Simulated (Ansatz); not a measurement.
# The 1T-SnSe2 bilayer (AA) under a gate, part 2 of 3

Wanted: Fermi level and gate voltage of the 1T-SnSe2 bilayer (AA) as it is charged.

Ansatz 0.2.0; plane-wave DFT, PBE-D3(BJ), Ansatz PAW (the session's first sound run).

So far. Step 2 (Relaxation): The lattice constant a goes from 3.870 to 3.835 Å.

## (3) Gated layer, added electrons 0, start network

The slab is cut off from its images along the normal. A charged sheet stands for each gate, the layer takes the opposite charge, and a barrier ahead of the sheet keeps electrons from leaking to it. The uncharged case sets the zero; a dense mesh is needed because few carriers fill a small part of the zone.

The cell differs from the one that the last finished run ended in (c 45.621 → 46.484 Å).

input.yaml

```yaml
crystal:
  lattice:
    - [3.8347376564, 0.0, 0.0]
    - [-1.9173688282, 3.3209802273, 0.0]
    - [0.0, 0.0, 46.4838407245]
  atoms:
    - { symbol: Se, position: [0.6666666667, 0.3333333333, 0.4012146955] }
    - { symbol: Sn, position: [0.0, 0.0, 0.4355453965] }
    - { symbol: Se, position: [0.3333333333, 0.6666666667, 0.4699015558] }
    - { symbol: Se, position: [0.6666666667, 0.3333333333, 0.5300984442] }
    - { symbol: Sn, position: [0.0, 0.0, 0.5644546035] }
    - { symbol: Se, position: [0.3333333333, 0.6666666667, 0.5987853045] }
  periodic: [true, true, false]
  symmetry: { detect: true }
kpoints:
  mp_grid: { grid: [42, 42, 1] }
  band_path:
    path: [[0, 0, 0], [0.5, 0, 0], [0.33333333, 0.33333333, 0], [0, 0, 0]]
    npoints: 16
hamiltonian:
  xc: pbe
  dispersion: d3bj
scf:
  occupations: { method: fermi_dirac, width: 0.02585 }
  convergence: { dr2_threshold: 1.0e-10 }
output:
  forces: true
  eigenvalues: true
  dos: { projected: true, e_range: [-3, 3], de: 0.01 }
  write_potential: true
  write_density: true
  volumetric_format: npy
  elf: true
external_charges:
  - { charge: 0, barrier: 10, axis: 3, height: 31.334, sigma: 0.25 }
```

Command:

```
> ansatz run input.yaml --threads 4 --pin off --max-ram 16384MiB --backend cpu --events-out ev --progress --plain --runs-dir out
```

Numbers of over 12 decimals in the logs are rounded to 6 here.

The log of the run:

```text
[...]
Crystal: 6 atoms, lattice volume = 591.976 Å³
Basis set: ecut = 420 eV, 11555 PW (Γ), exchange–correlation on 54×54×640 points (8 copies of the dense FFT grid, shifted against one another)
Bands: 56, of which v1, the nominal top of the filled ones, is band 46 counted from 1 (45 counted from 0)
Symmetry: 6 space group operations
k-points: 169 of 1764 (time reversal used)
[...]
SCF iter   1: F=—  HF=-33928.553646 eV  |F-HF|=—  |Δ(HF+E_count)|=         —  Δρ=9.18e-4  dr2=3.87e-2  ethr=1.77e-3  ⟨swp⟩=17.1  Hψ=62656  notcnv=0  defer=117
[...]
SCF iter  13: F=-33928.546477 eV  HF=-33928.546477 eV  |F-HF|=4.00e-10  |Δ(HF+E_count)|=  1.82e-10  Δρ=3.79e-8  dr2=8.10e-11  ethr=1.00e-12  ⟨swp⟩=8.2  Hψ=52975  notcnv=0
SCF 1 converged in 13 iterations: F = -33928.546477 eV  dr2 = 8.10e-11
[...]
NSCF: frozen V_eff on 49 k-points
WARN: The output density's exchange-correlation potential varies sharply where the density is thin. Do not read a vacuum level from v_tot or v_xc, or from such a field of the output density. On a cell that repeats whose density bears no net charge and no dipole along the vacuum's axis use v_es (v_loc + v_h of the components); under efield.dipole_correction with no amplitude use v_es + v_field, which holds any externa [...]
SCF converged after 13 iterations
Free energy (F): -33928.546477 eV
[...]
Internal energy: -33928.546477 eV  (E = F + TS)
E sigma→0 (E₀):  -33928.546477 eV
Entropy (-TS):   -0.000000 eV (-0.000 meV/atom)
Fermi energy:    -5.578886 eV
[...]
--- Forces (eV/Å), atoms and charges each counted from 1 ---
  atom   1  Se    -0.00000000    -0.00000000    -0.00094861
  atom   2  Sn     0.00000000     0.00000000    -0.00041836
  atom   3  Se     0.00000000     0.00000000     0.00201581
  atom   4  Se    -0.00000000    -0.00000000    -0.00197997
  atom   5  Sn     0.00000000    -0.00000000    -0.00084242
  atom   6  Se     0.00000000     0.00000000    -0.00525671
  external charge   1     0.00000000     0.00000000     0.00743017
  max |Σ_I F_I| component, the external charges' with the atoms': 9.70e-8 eV/Å
--- Band table (eV; the first three rows and the last of 169) ---
  k-point 0: bands = [... 42 lower, -6.1431, -6.1431, -6.0239, -6.0239, -4.6564, -3.7714, -2.8938, -2.7833, ... 6 higher]
  k-point 1: bands = [... 42 lower, -6.1737, -6.1350, -6.0566, -6.0137, -4.5996, -3.7520, -2.8470, -2.7488, ... 6 higher]
  k-point 2: bands = [... 42 lower, -6.2399, -6.1541, -6.1170, -5.9897, -4.4519, -3.7059, -2.7203, -2.6479, ... 6 higher]
  k-point 168: bands = [... 42 lower, -7.2597, -7.2596, -6.4730, -6.4729, -4.5914, -3.8513, -1.1419, -1.1415, ... 6 higher]
```

Run time: 4.8 min. Hardware: 4 threads of Arm Neoverse V1, shared host; peak memory 3.6 GiB; 19 min of CPU time.

The column dr2 measures how far the density is from self-consistency, as an energy; F and HF (Harris–Foulkes) agree once it is small.

This step gave:

```yaml
gap_along_the_path: 0.6542 eV
smallest_direct_gap_along_the_path: 0.9308 eV
gap_the_smaller_of_path_and_mesh: 0.6530 eV
potential_beyond_the_upper_barrier_and_gate_less_the_barrier_from_the_fermi_level: 5.564 eV
```

Running mean over a fixed 2.8 Å (it still follows the layers) of the planar mean; beyond a gate it holds the 10 eV model barrier. Electron's electrostatic potential energy less the Fermi level against z:

```tsv
z (Å)	electron's electrostatic potential energy less the Fermi level (eV)
4	5.59
5	5.59
6	5.59
7	5.59
8	5.59
9	5.59
10	5.59
11	5.59
12	5.59
13	5.59
14	5.59
15	5.59
16	5.48
17	3.94
18	0.862
19	-1.92
20	-3.11
21	-2.69
22	-0.914
23	0.839
24	0.300
25	-1.98
26	-3.13
27	-2.67
28	-0.755
29	2.55
30	5.53
31	9.33
32	13.0
33	15.5
34	15.6
35	15.6
36	15.6
37	15.6
38	15.6
39	15.6
40	15.6
41	15.6
42	15.6
```

The density of states has structure finer than the step of the table below, so its rows give means over 0.1 eV, whole bins alone (the curve runs from -3 to 2.31 eV). Peaks (eV: height): -2.47: 11.5, -1.42: 12.3, -1.05: 13.5, -0.82: 20.5, -0.52: 7.35, -0.43: 8.28, 1.69: 7.60.

The density of states by energy, zero at the Fermi level of the run, which the smearing sets inside the gap; means over each step:

```tsv
energy (eV)	density of states (states/eV a cell)
-2.9	4.59
-2.8	4.42
-2.7	4.77
-2.6	4.77
-2.5	6.34
-2.4	4.50
-2.3	3.48
-2.2	3.14
-2.1	3.14
-2.0	3.30
-1.9	3.93
-1.8	4.41
-1.7	3.34
-1.6	4.02
-1.5	8.56
-1.4	8.37
-1.3	3.15
-1.2	2.75
-1.1	4.16
-1.0	10.7
-0.9	9.04
-0.8	11.7
-0.7	5.85
-0.6	5.21
-0.5	5.73
-0.4	3.89
-0.3	0.0575
-0.2	0
-0.1	0
0.0	0
0.1	0
0.2	0
0.3	0.204
0.4	0.637
0.5	0.700
0.6	0.762
0.7	1.56
0.8	1.75
0.9	1.91
1.0	2.87
1.1	4.24
1.2	3.06
1.3	2.66
1.4	2.58
1.5	2.72
1.6	3.28
1.7	5.00
1.8	2.15
1.9	2.67
2.0	0.983
2.1	0
```

Projected DOS per atom over height of the atomic layer and energy from the Fermi level. Layers: Se Sn Se Se Sn Se from below.

Ten even steps from '0' (0.00 states/eV) to '9' (2.39 states/eV), each cell a mean:
```
000000
111111
222222
111111
222222
111111
010010
000000
000000
000000
000000
405504
708807
909909
302203
816618
402204
312313
212212
423324
323323
323323
```
Columns: height of the atomic layer (Å) from 18.6 to 27.8 (not evenly spaced); rows upwards: energy from the Fermi level (eV) from -2.98 to 2.27.

Electronic bands along the path, in eV, zero at the Fermi level of the run, which the smearing sets inside the gap:

```tsv
point	band 43	band 44	band 45	band 46	band 47	band 48	band 49	band 50
Γ	-0.56	-0.56	-0.45	-0.45	0.92	1.81	2.69	2.80
halfway	-1.55	-0.68	-0.66	-0.41	1.18	1.64	3.59	3.99
M	-1.45	-1.05	-0.93	-0.62	0.31	0.66	3.53	3.81
halfway	-1.53	-1.50	-1.07	-0.81	1.09	1.22	4.34	4.58
K	-1.68	-1.68	-0.89	-0.89	0.99	1.73	4.44	4.44
halfway	-1.47	-1.33	-0.98	-0.47	1.71	1.74	4.21	4.33
Γ	-0.56	-0.56	-0.45	-0.45	0.92	1.81	2.69	2.80
```

Valence density in the ca plane at fractional y = 0.000, with atoms of Sn within 0.2 Å of it. It is the smooth field of the valence electrons, not physical close to the nuclei.

Ten steps, logarithmic in the rise over the least value, from '0' (0 e/Å³) to '9' (14 e/Å³), each cell a mean:
```
00000000000000000000124798631000000001368974
00000000000000000000113565421100000011245653
00000000000000000011122222221110000111222222
00000000000000000012222111122211001122211112
00000000000000000112222111122221001222211112
00000000000000000112222111122221001222211112
00000000000000000011222222222211001122222222
00000000000000000001112344321100000011234432
00000000000000000000123687521000000001257863
00000000000000000000125899631000000001369985
```
Columns run along c (16.0 Å, from fractional 0.25 to 0.59 of the cell), rows up along a (3.8 Å). Atoms in or near the plane, at fractional coordinates: Sn at (0.44, 0.00), Sn at (0.56, 0.00).

ELF in the ca plane at fractional y = 0.000, with atoms of Sn within 0.2 Å of it. It is the smooth field of the valence electrons, not physical close to the nuclei.

Values, 6 rows by 16 columns, each cell a mean:
```
0.00 0.00 0.00 0.00 0.00 0.01 0.04 0.20 0.17 0.17 0.20 0.03 0.03 0.20 0.17 0.17
0.00 0.00 0.00 0.00 0.00 0.07 0.33 0.49 0.31 0.31 0.48 0.21 0.21 0.48 0.31 0.31
0.00 0.00 0.00 0.00 0.01 0.20 0.64 0.68 0.33 0.33 0.67 0.39 0.39 0.67 0.33 0.33
0.00 0.00 0.00 0.00 0.01 0.17 0.58 0.66 0.34 0.34 0.65 0.35 0.35 0.65 0.34 0.34
0.00 0.00 0.00 0.00 0.00 0.04 0.21 0.38 0.27 0.28 0.37 0.13 0.13 0.37 0.28 0.27
0.00 0.00 0.00 0.00 0.00 0.00 0.02 0.17 0.13 0.14 0.17 0.02 0.02 0.17 0.14 0.13
```
Columns run along c (16.0 Å, from fractional 0.25 to 0.59 of the cell), rows up along a (3.8 Å). Atoms in or near the plane, at fractional coordinates: Sn at (0.44, 0.00), Sn at (0.56, 0.00).

Electrostatic potential energy in the ca plane at fractional y = 0.000, with atoms of Sn within 0.2 Å of it. With pseudopotentials it is smooth inside the atoms' cores, unlike the true potential.

Ten even steps from '0' (-23 eV) to '9' (0 eV), each cell a mean:
```
99999999999999999999850799227899999987229970
99999999999999999999862021057899999987501202
99999999999999999998876423578889999888753246
99999999999999999987777777777788998877777777
99999999999999999987678888876678998766788888
99999999999999999987678888877678998766788888
99999999999999999988777656777889999887776567
99999999999999999998874100268899999988620014
99999999999999999999860376037899999987306730
99999999999999999999840899417899999987149980
```
Columns run along c (16.0 Å, from fractional 0.25 to 0.59 of the cell; values clipped at the 3rd and 97th percentile), rows up along a (3.8 Å). Atoms in or near the plane, at fractional coordinates: Sn at (0.44, 0.00), Sn at (0.56, 0.00).

The gap, the smaller of path and mesh, is 0.653 eV.

## (4) Gated layer, added electrons 1×10¹³ per cm², start atoms

input.yaml, the sections that differ from step 3:

```yaml
total_charge: -0.012735
kpoints:
  mp_grid: { grid: [42, 42, 1] }
output:
  forces: true
  eigenvalues: true
  write_potential: true
  write_density: true
  volumetric_format: npy
external_charges:
  - { charge: 0, barrier: 10, axis: 3, height: 31.334, sigma: 0.25 }
  - { charge: 0.012735, axis: 3, height: 32.834, sigma: 0.5 }
# crystal, hamiltonian, scf: as in step 3
```

The log of the run:

```text
[...]
Crystal: 6 atoms, lattice volume = 591.976 Å³
Basis set: ecut = 420 eV, 11555 PW (Γ), exchange–correlation on 54×54×640 points (8 copies of the dense FFT grid, shifted against one another)
Bands: 56, of which v1, the nominal top of the filled ones, is band 46 counted from 1 (45 counted from 0)
Symmetry: 6 space group operations
k-points: 169 of 1764 (time reversal used)
[...]
SCF iter  14: F=-33928.609388 eV  HF=-33928.609388 eV  |F-HF|=3.20e-10  |Δ(HF+E_count)|=    0.00e0  Δρ=3.27e-8  dr2=2.25e-11  ethr=1.00e-12  ⟨swp⟩=24.1  Hψ=71363  notcnv=0
SCF 1 converged in 14 iterations: F = -33928.609388 eV  dr2 = 2.25e-11
[...]
SCF converged after 14 iterations
Free energy (F): -33928.609388 eV
[...]
Internal energy: -33928.608649 eV  (E = F + TS)
E sigma→0 (E₀):  -33928.609018 eV
Entropy (-TS):   -0.000740 eV (-0.123 meV/atom)
Fermi energy:    -4.911338 eV
[...]
--- Forces (eV/Å), atoms and charges each counted from 1 ---
  atom   1  Se    -0.00000000    -0.00000000    -0.00157712
  atom   2  Sn     0.00000000     0.00000000    -0.00761408
  atom   3  Se     0.00000000     0.00000000     0.00887916
  atom   4  Se    -0.00000000    -0.00000000     0.00958934
  atom   5  Sn     0.00000000    -0.00000000    -0.03552221
  atom   6  Se     0.00000000     0.00000000     0.01908444
  external charge   1     0.00000000     0.00000000     0.00831208
  external charge   2     0.00000000     0.00000000    -0.00115178
  max |Σ_I F_I| component, the external charges' with the atoms': 1.80e-7 eV/Å
--- Band table (eV; the first three rows and the last of 169) ---
  k-point 0: bands = [... 42 lower, -5.7924, -5.7924, -5.6650, -5.6650, -4.3086, -3.4207, -2.5425, -2.4239, ... 6 higher]
  k-point 1: bands = [... 42 lower, -5.8230, -5.7842, -5.6977, -5.6548, -4.2516, -3.4011, -2.4961, -2.3891, ... 6 higher]
  k-point 2: bands = [... 42 lower, -5.8897, -5.7949, -5.7660, -5.6309, -4.1033, -3.3544, -2.3706, -2.2872, ... 6 higher]
  k-point 168: bands = [... 42 lower, -6.9113, -6.9068, -6.1258, -6.1158, -4.2390, -3.4985, -0.7986, -0.7875, ... 6 higher]
```

Wall time 4.4 min (4 threads); peak memory 3.5 GiB.

Numbers from this step:

| Quantity | Value |
| --- | --- |
| energy at zero smearing | -33928.6090 eV |
| potential beyond the upper barrier and gate, less the barrier, from the Fermi level | 4.519 eV |

Against the uncharged case this takes +1.04 V.

## (5) Gated layer, added electrons 3×10¹³ per cm², start atoms

input.yaml: that of step 4 with these lines changed.

```diff
@@ -14,3 +14,3 @@
   symmetry: { detect: true }
-total_charge: -0.012735
+total_charge: -0.038205
 kpoints:
@@ -31,2 +31,2 @@
   - { charge: 0, barrier: 10, axis: 3, height: 31.334, sigma: 0.25 }
-  - { charge: 0.012735, axis: 3, height: 32.834, sigma: 0.5 }
+  - { charge: 0.038205, axis: 3, height: 32.834, sigma: 0.5 }
```

The log of the run:

```text
[...]
Crystal: 6 atoms, lattice volume = 591.976 Å³
Basis set: ecut = 420 eV, 11555 PW (Γ), exchange–correlation on 54×54×640 points (8 copies of the dense FFT grid, shifted against one another)
Bands: 56, of which v1, the nominal top of the filled ones, is band 46 counted from 1 (45 counted from 0)
Symmetry: 6 space group operations
k-points: 169 of 1764 (time reversal used)
[...]
--- Band table (eV; the first three rows and the last of 169) ---
  k-point 0: bands = [... 42 lower, -5.1034, -5.1034, -4.9441, -4.9441, -3.6214, -2.7240, -1.8530, -1.7030, ... 6 higher]
  k-point 1: bands = [... 42 lower, -5.1347, -5.0953, -4.9768, -4.9341, -3.5640, -2.7038, -1.8080, -1.6670, ... 6 higher]
  k-point 2: bands = [... 42 lower, -5.2023, -5.0771, -5.0730, -4.9107, -3.4149, -2.6556, -1.6864, -1.5619, ... 6 higher]
  k-point 168: bands = [... 42 lower, -6.2232, -6.2084, -5.4326, -5.4070, -3.5425, -2.7964, -0.1196, -0.0898, ... 6 higher]
[key lines of the parts left out:]
SCF converged after 13 iterations
Free energy (F): -33928.708058 eV
Fermi energy:    -4.163659 eV
```

Run time: 4.5 min. Hardware: 4 threads; peak memory 3.5 GiB; 18 min of CPU time.

Against the uncharged case this takes +2.53 V.

## (6) Gated layer, added electrons 6×10¹³ per cm², start atoms

input.yaml: that of step 5 with these lines changed.

```diff
@@ -14,3 +14,3 @@
   symmetry: { detect: true }
-total_charge: -0.038205
+total_charge: -0.076411
 kpoints:
@@ -31,2 +31,2 @@
   - { charge: 0, barrier: 10, axis: 3, height: 31.334, sigma: 0.25 }
-  - { charge: 0.038205, axis: 3, height: 32.834, sigma: 0.5 }
+  - { charge: 0.076411, axis: 3, height: 32.834, sigma: 0.5 }
```

The log of the run:

```text
[...]
Crystal: 6 atoms, lattice volume = 591.976 Å³
Basis set: ecut = 420 eV, 11555 PW (Γ), exchange–correlation on 54×54×640 points (8 copies of the dense FFT grid, shifted against one another)
Bands: 56, of which v1, the nominal top of the filled ones, is band 46 counted from 1 (45 counted from 0)
Symmetry: 6 space group operations
k-points: 169 of 1764 (time reversal used)
[...]
--- Band table (eV; the first three rows and the last of 169) ---
  k-point 0: bands = [... 42 lower, -4.0830, -4.0830, -3.8790, -3.8790, -2.6114, -1.6950, -0.8340, -0.6385, ... 6 higher]
  k-point 1: bands = [... 42 lower, -4.1159, -4.0757, -3.9117, -3.8691, -2.5535, -1.6738, -0.7906, -0.6013, ... 6 higher]
  k-point 2: bands = [... 42 lower, -4.1836, -4.0585, -4.0078, -3.8462, -2.4038, -1.6226, -0.6729, -0.4938, ... 6 higher]
  k-point 168: bands = [... 42 lower, -5.2104, -5.1782, -4.4033, -4.3604, -2.5166, -1.7576, 0.8786, 0.9328, ... 6 higher]
[key lines of the parts left out:]
SCF converged after 13 iterations
Free energy (F): -33928.791301 eV
Fermi energy:    -3.081620 eV
```

Run time: 4.3 min. Hardware: 4 threads; peak memory 3.5 GiB; 17 min of CPU time.

Against the uncharged case this takes +4.69 V.

## (7) Gated layer, added electrons 10×10¹³ per cm², start atoms

input.yaml: that of step 6 with these lines changed.

```diff
@@ -14,3 +14,3 @@
   symmetry: { detect: true }
-total_charge: -0.076411
+total_charge: -0.127351
 kpoints:
@@ -31,2 +31,2 @@
   - { charge: 0, barrier: 10, axis: 3, height: 31.334, sigma: 0.25 }
-  - { charge: 0.076411, axis: 3, height: 32.834, sigma: 0.5 }
+  - { charge: 0.127351, axis: 3, height: 32.834, sigma: 0.5 }
```

The log of the run:

```text
[...]
Crystal: 6 atoms, lattice volume = 591.976 Å³
Basis set: ecut = 420 eV, 11555 PW (Γ), exchange–correlation on 54×54×640 points (8 copies of the dense FFT grid, shifted against one another)
Bands: 56, of which v1, the nominal top of the filled ones, is band 46 counted from 1 (45 counted from 0)
Symmetry: 6 space group operations
k-points: 169 of 1764 (time reversal used)
[...]
--- Band table (eV; the first three rows and the last of 169) ---
  k-point 0: bands = [... 42 lower, -2.7485, -2.7485, -2.5033, -2.5033, -1.3112, -0.3635, 0.4934, 0.7363, ... 6 higher]
  k-point 1: bands = [... 42 lower, -2.7842, -2.7430, -2.5361, -2.4935, -1.2530, -0.3407, 0.5351, 0.7742, ... 6 higher]
  k-point 2: bands = [... 42 lower, -2.8523, -2.7284, -2.6329, -2.4709, -1.1030, -0.2849, 0.6485, 0.8831, ... 6 higher]
  k-point 168: bands = [... 42 lower, -3.8988, -3.8416, -3.0630, -3.0034, -1.1874, -0.4090, 2.1628, 2.2470, ... 6 higher]
[key lines of the parts left out:]
SCF converged after 12 iterations
Free energy (F): -33928.785492 eV
Fermi energy:    -1.683329 eV
```

Elapsed: 4.1 min, on 4 threads; peak memory 3.5 GiB.

Against the uncharged case this takes +7.47 V.

## (8) Gated layer, added electrons -1×10¹³ per cm², start atoms

input.yaml: that of step 7 with these lines changed.

```diff
@@ -14,3 +14,3 @@
   symmetry: { detect: true }
-total_charge: -0.127351
+total_charge: 0.012735
 kpoints:
@@ -31,2 +31,2 @@
   - { charge: 0, barrier: 10, axis: 3, height: 31.334, sigma: 0.25 }
-  - { charge: 0.127351, axis: 3, height: 32.834, sigma: 0.5 }
+  - { charge: -0.012735, axis: 3, height: 32.834, sigma: 0.5 }
```

The log of the run:

```text
[...]
Crystal: 6 atoms, lattice volume = 591.976 Å³
Basis set: ecut = 420 eV, 11555 PW (Γ), exchange–correlation on 54×54×640 points (8 copies of the dense FFT grid, shifted against one another)
Bands: 56, of which v1, the nominal top of the filled ones, is band 46 counted from 1 (45 counted from 0)
Symmetry: 6 space group operations
k-points: 169 of 1764 (time reversal used)
[...]
--- Band table (eV; the first three rows and the last of 169) ---
  k-point 0: bands = [... 42 lower, -6.5040, -6.5040, -6.3817, -6.3817, -5.0093, -4.1256, -3.2543, -3.1412, ... 6 higher]
  k-point 1: bands = [... 42 lower, -6.5348, -6.4959, -6.4142, -6.3715, -4.9529, -4.1064, -3.2079, -3.1062, ... 6 higher]
  k-point 2: bands = [... 42 lower, -6.6013, -6.5108, -6.4781, -6.3475, -4.8059, -4.0607, -3.0826, -3.0036, ... 6 higher]
  k-point 168: bands = [... 42 lower, -7.6178, -7.6139, -6.8335, -6.8240, -4.9490, -4.2071, -1.5000, -1.4909, ... 6 higher]
[key lines of the parts left out:]
SCF converged after 13 iterations
Free energy (F): -33928.467684 eV
Fermi energy:    -6.244442 eV
```

Wall time 4.3 min (4 threads); peak memory 3.6 GiB; 17 min of CPU time.

Against the uncharged case this takes -1.04 V.

(Part 2 of 3 ends here.)

[Logs are printed without paths, hosts, clocks, repeated set-up lines and the standing remarks that a program may print on its own settings, such as how far it seeks lower states.]

[Hosts, paths, dates, database ids (printed as entryN), source tags and the programs' standing remarks are cut or masked in the printed files.]

[Maps of the electrostatic potential energy from Ansatz leave out the sawtooth potential of an applied field or a dipole correction, so their vacuum need not be flat; planar profiles and work functions include it.]
